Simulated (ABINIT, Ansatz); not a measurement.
# ZrSnSe3 (Pm-3m): zone-centre phonons, part 3 of 3

Wanted: the vibrations of ZrSnSe3 (Pm-3m) at Γ, by two programs.

ABINIT 10.8.3; DFT LDA, scalar-relativistic, plane waves, JTH PAW pseudopotentials.

So far. Step 4 (Zone-centre response): The acoustic modes at Γ come out as far as 6.1 cm⁻¹ from zero, where they should vanish, a small numerical error. The lowest optical mode is imaginary, 100i cm⁻¹, an instability at this level and on this k mesh. Step 5 (Modes with the sum rule): The rule also moves an optical mode by 0.4 cm⁻¹.

The structure was built from a prototype and need not be the compound's stable phase.

## 6. A second program

The same cell goes through another code, with its own cutoff. The potentials differ.

This step: DFT LDA, scalar-relativistic, plane waves, PAW (Ansatz 0.2.0).

input.yaml reads:

```yaml
crystal:
  lattice:
    - [5.1100401699, 0.0, 0.0]
    - [0.0, 5.1100401699, 0.0]
    - [0.0, 0.0, 5.1100401699]
  atoms:
    - { symbol: Sn, position: [0.0, 0.0, 0.0] }
    - { symbol: Zr, position: [0.5, 0.5, 0.5] }
    - { symbol: Se, position: [0.5, 0.5, 0.0] }
    - { symbol: Se, position: [0.5, 0.0, 0.5] }
    - { symbol: Se, position: [0.0, 0.5, 0.5] }
kpoints:
  mp_grid: { grid: [6, 6, 6] }
hamiltonian:
  xc: lda
scf:
  occupations: { method: fermi_dirac, width: 0.27211 }
output:
  eigenvalues: true
phonons:
  method: dfpt
```

The run is started by

```
ansatz run input.yaml --threads 4 --pin off --max-ram 8192MiB --backend cpu --events-out ev --progress --plain --runs-dir out
```

Numbers of over 12 decimals in the logs are rounded to 6 here.

Output:

```text
band count auto-derived: 48 (N_el = 74.0; filled up to band 37; 45 by the electrons, moments and atoms)
zone centre: on kpoints.mp_grid the ground state, and the responses unless they are solved on pairs of k-points, stand on 64 of the mesh's 216 k-points, reduced under 8 symmetry operations, with k and −k counted as one. Each operation leaves every solved displacement unchanged or reverses it
Engine: ansatz 0.2.0, aarch64-unknown-linux-gnu
Pseudopotentials: kind: paw
Pseudopotential: Sn, paw, valence charge 14, recommended cutoff 420 eV (normal), Sn.paw.azcp
Pseudopotential: Zr, paw, valence charge 12, recommended cutoff 420 eV (normal), Zr.paw.azcp
Pseudopotential: Se, paw, valence charge 16, recommended cutoff 420 eV (normal), Se.paw.azcp
Functional definition: SPW92
  exchange = slater_x
  correlation = pw_c
Crystal: 5 atoms, lattice volume = 133.436 Å³
Basis set: ecut = 420 eV, 2553 PW (Γ), exchange–correlation on 72×72×72 points (8 copies of the dense FFT grid, shifted against one another)
Bands: 48, of which v1, the nominal top of the filled ones, is band 37 counted from 1 (36 counted from 0)
Symmetry: 48 space group operations
k-points: 64 of 216 (irreducible under 8 space group operations)
Non-local potential: Sn, projectors of the file, l = 0: 2, l = 1: 2, l = 2: 2, l = 3: 2
Non-local potential: Zr, projectors of the file, l = 0: 3, l = 1: 2, l = 2: 2, l = 3: 2
Non-local potential: Se, projectors of the file, l = 0: 2, l = 1: 2, l = 2: 3, l = 3: 1
PAW form: soft (Blöchl's): semilocal exchange-correlation on the pseudo side does not see the compensation charge
PAW frozen core: Sn, regenerated for the run's functional, and the local potential with it (the file was generated under x = pbe(κ = 0.804, μ = 0.219515), c = pbe(β = 0.066725))
PAW frozen core: Zr, regenerated for the run's functional, and the local potential with it (the file was generated under x = pbe(κ = 0.804, μ = 0.219515), c = pbe(β = 0.066725))
PAW frozen core: Se, regenerated for the run's functional, and the local potential with it (the file was generated under x = pbe(κ = 0.804, μ = 0.219515), c = pbe(β = 0.066725))
PAW one-centre angular grid: Sn, 590 points (default); XC on 64 Gauss nodes
PAW one-centre angular grid: Zr, 590 points (default); XC on 64 Gauss nodes
PAW one-centre angular grid: Se, 590 points (default); XC on 64 Gauss nodes
Initial density: superposition of atomic densities (neutral atoms: chi_scale 0, normalization atom), corrected by the library's trained network
Initial wavefunctions: pseudopotential atomic-orbital guess
Functional: x = slater, c = lda
SCF iter   1: F=—  HF=-26109.754804 eV  |F-HF|=—  |Δ(HF+E_count)|=         —  Δρ=4.41e-3  dr2=1.71e-2  ethr=1.77e-3  ⟨swp⟩=6.7  Hψ=11401  notcnv=0
preconditioner: auto → LDOS  [metal: Δε(μ)=0.245 eV  Ē_g=9.038 eV  σ=0.272 eV  W_gap=0.22  n_scr=32 (ndim 8)  ℏωp=16.4 eV  f_vac=0.016  D(μ)=2.05/eV (n_scr^D=6)  β→1.0]
SCF iter   2: F=—  HF=-26109.751814 eV  |F-HF|=—  |Δ(HF+E_count)|=   2.99e-3  Δρ=1.75e-3  dr2=3.68e-3  ethr=2.32e-5  ⟨swp⟩=2.0  Hψ=5773  notcnv=0
SCF iter   3: F=—  HF=-26109.749627 eV  |F-HF|=—  |Δ(HF+E_count)|=   2.19e-3  Δρ=4.23e-4  dr2=3.20e-4  ethr=4.97e-6  ⟨swp⟩=2.0  Hψ=5409  notcnv=0
SCF iter   4: F=—  HF=-26109.749489 eV  |F-HF|=—  |Δ(HF+E_count)|=   1.38e-4  Δρ=1.18e-4  dr2=1.54e-5  ethr=4.32e-7  ⟨swp⟩=2.0  Hψ=5371  notcnv=0
SCF iter   5: F=—  HF=-26109.749482 eV  |F-HF|=—  |Δ(HF+E_count)|=   6.80e-6  Δρ=2.12e-5  dr2=4.29e-7  ethr=2.09e-8  ⟨swp⟩=2.0  Hψ=4042  notcnv=0
SCF iter   6: F=—  HF=-26109.749482 eV  |F-HF|=—  |Δ(HF+E_count)|=   2.84e-7  Δρ=5.09e-6  dr2=3.27e-8  ethr=5.80e-10  ⟨swp⟩=2.4  Hψ=5539  notcnv=0
SCF iter   7: F=—  HF=-26109.749482 eV  |F-HF|=—  |Δ(HF+E_count)|=   6.02e-9  Δρ=8.26e-7  dr2=5.95e-10  ethr=4.42e-11  ⟨swp⟩=2.0  Hψ=5454  notcnv=0
SCF iter   8: F=—  HF=-26109.749482 eV  |F-HF|=—  |Δ(HF+E_count)|=  7.28e-11  Δρ=1.54e-7  dr2=3.93e-11  ethr=1.00e-12  ⟨swp⟩=2.2  Hψ=5676  notcnv=0
SCF iter   9: F=-26109.749482 eV  HF=-26109.749482 eV  |F-HF|=0.00e0  |Δ(HF+E_count)|=  7.28e-12  Δρ=3.17e-8  dr2=9.90e-13  ethr=1.00e-12  ⟨swp⟩=5.7  Hψ=13630  notcnv=0
SCF 1 converged in 9 iterations: F = -26109.749482 eV  dr2 = 9.90e-13
  greatest PAW one-centre occupation: 1.000 electrons in one spin orbital (limit 2), on the Se atom at site 2 (counted from 0), in its partial waves of l = 2
DFPT response loops at Γ: preconditioner auto → Kerker (q_TF=auto, 2.473 Å⁻¹) (partly filled bands, converged f_vac=0.015); β = 1.00, the filter's whole step (`scf.mixing.beta` (0.50) is not read by the response loops under this deck's `scf.mixing.preconditioner`; to damp them name `kerker` or `kerker_dos`, under which they read `scf.mixing.beta`, and type it under 1.00, their step now; both keys bind the ground state too); Broyden in place of MSR1
SCF converged after 9 iterations
Free energy (F): -26109.749482 eV
Harris-Foulkes:  -26109.749482 eV  (|F-HF|=0.00e0)
Internal energy: -26109.218381 eV  (E = F + TS)
E sigma→0 (E₀):  -26109.483932 eV
Entropy (-TS):   -0.531101 eV (-106.220 meV/atom)
Fermi energy:    8.633416 eV
--- Per-component energies (eV) ---
  E_band       = -1407.983491
  E_kinetic    = 879.737848
  E_local      = -9365.512629  (includes V_loc(G=0)·N_el)
  E_nonlocal   = -1715.522997
  E_hartree    = 4583.631874
  E_xc         = -851.926517
  E_vxc        = -586.385371  (∫ρ·V_xc dr)
  E_paw        = -12318.594261  (= ΣΔE_a)
  E_vpaw       = 212.437711  (= ΣTr[D̂ρ^β])
  E_aug_tail   = -0.001809  (compensation charges beyond the density's cutoff)
  E_ewald      = -7328.477276
  E_core_change = 7.447386  (= ΣΔE_core)
  E_smearing   = -0.531101  (= −TS)
  E_closure    = 0.000000  (closes the sum)
  Σ components = -26109.749482   (vs F -26109.749482, Δ=0.00e0)
--- Band table (eV; the first three rows and the last of 64) ---
  k-point 0: bands = [... 33 lower, 7.2835, 7.7906, 7.7906, 7.7906, 8.7475, 8.7475, 8.7475, 11.0682, ... 7 higher]
  k-point 1: bands = [... 33 lower, 7.1323, 7.1349, 7.7060, 7.7060, 8.7650, 9.4858, 9.4858, 10.4087, ... 7 higher]
  k-point 2: bands = [... 33 lower, 6.8736, 6.8974, 7.7970, 7.7970, 8.8008, 9.3205, 10.1057, 10.1057, ... 7 higher]
  k-point 63: bands = [... 33 lower, 4.5920, 8.6825, 8.6825, 8.6825, 10.0963, 10.0963, 10.0963, 12.8491, ... 7 higher]
--- Phonons (Γ-DFPT): 4 representative perturbations + reference, on 64 of 216 k-points (Σ response iterations 12) ---
  k mesh reduced under 8 symmetry operations, with k and −k counted as one. Each operation leaves every solved displacement unchanged or reverses it
  ASR residual: 3.565e-3 → 0.000e0 eV/Å²; symmetrization residual: 4.096e-5 eV/Å²
  ASR residual per site (eV/Å²): 6.70e-5 3.56e-3 2.01e-4 2.01e-4 2.01e-4
  Γ frequencies (cm⁻¹): -99.96 -99.96 -99.96 -68.44 -68.44 -68.44 -47.52 -47.52 -47.52 0.00 0.00 0.00 260.77 260.77 260.77
  non-analytic LO–TO correction: not included (Born effective charges unavailable; polar crystals: no LO–TO splitting at Γ)
```

Run time: 63 s. Hardware: 4 threads of Arm Neoverse V1, shared host; peak memory 1.7 GiB; 4 min of CPU time.

This step gave:

* sum-rule residual before enforcement: 0.003565 eV/Å²
* highest optical zone-centre mode (no LO-TO term): 260.8 cm⁻¹
* lowest optical zone-centre mode: -99.96 cm⁻¹

## 7. Side by side: ABINIT JTH and Ansatz, PAW

Worked out from the results:

- root-mean-square difference: 0.22 cm⁻¹
- largest difference: 0.36 cm⁻¹

The 12 of 12 modes that differ most. Frequencies side by side:

```tsv
q (reciprocal lattice)	mode	ABINIT JTH (cm⁻¹)	Ansatz, PAW (cm⁻¹)
0 0 0	1	-99.83	-99.96
0 0 0	2	-99.83	-99.96
0 0 0	3	-99.83	-99.96
0 0 0	4	-68.62	-68.44
0 0 0	5	-68.62	-68.44
0 0 0	6	-68.62	-68.44
0 0 0	7	-47.41	-47.52
0 0 0	8	-47.41	-47.52
0 0 0	9	-47.41	-47.52
0 0 0	13	261.1	260.8
0 0 0	14	261.1	260.8
0 0 0	15	261.1	260.8
```

At the zone centre the largest difference (acoustic modes at Γ apart) is 0.1 % of the highest mode.

## 8. What came out

```yaml
space_group_after_relaxation: Pm-3m
volume_per_atom: 26.7 Å³
highest_optical_zone_centre_mode_no_lo_to_term: 261.1 cm⁻¹
lowest_optical_zone_centre_mode: -99.8 cm⁻¹
imaginary_optical_modes_at_the_zone_centre_no_q_mesh_in_this_session: yes
largest_difference_from_ansatz_paw: 0.36 cm⁻¹
```

At the LDA level the optical modes of ZrSnSe3 (Pm-3m) at the zone centre run from 100i to 261 cm⁻¹, so the structure is a saddle point, with 9 modes beyond 10i cm⁻¹ there. ABINIT JTH and Ansatz, PAW agree to 0.36 cm⁻¹ (0.1 % of the highest mode compared) on all solved modes but the acoustic ones at Γ, without the LO-TO term. These are harmonic frequencies: anharmonic shifts and widths and the lattice's thermal expansion are left out. The Fermi-Dirac smearing of 0.01 Ha is an electronic temperature of 3158 K, which adds a pressure of its own and can shift the volume and soft modes. In a metal the frequencies hang on the k mesh and the smearing, most of all near Kohn anomalies. The structure is a hypothetical one, built on a prototype.

[Host names and launcher messages were left out of these logs when they were recorded.]

[Logs are printed without paths, hosts, clocks, repeated set-up lines and the standing remarks that a program may print on its own settings, such as how far it seeks lower states.]

[Hosts, paths, dates, database ids (printed as entryN), source tags and the programs' standing remarks are cut or masked in the printed files.]
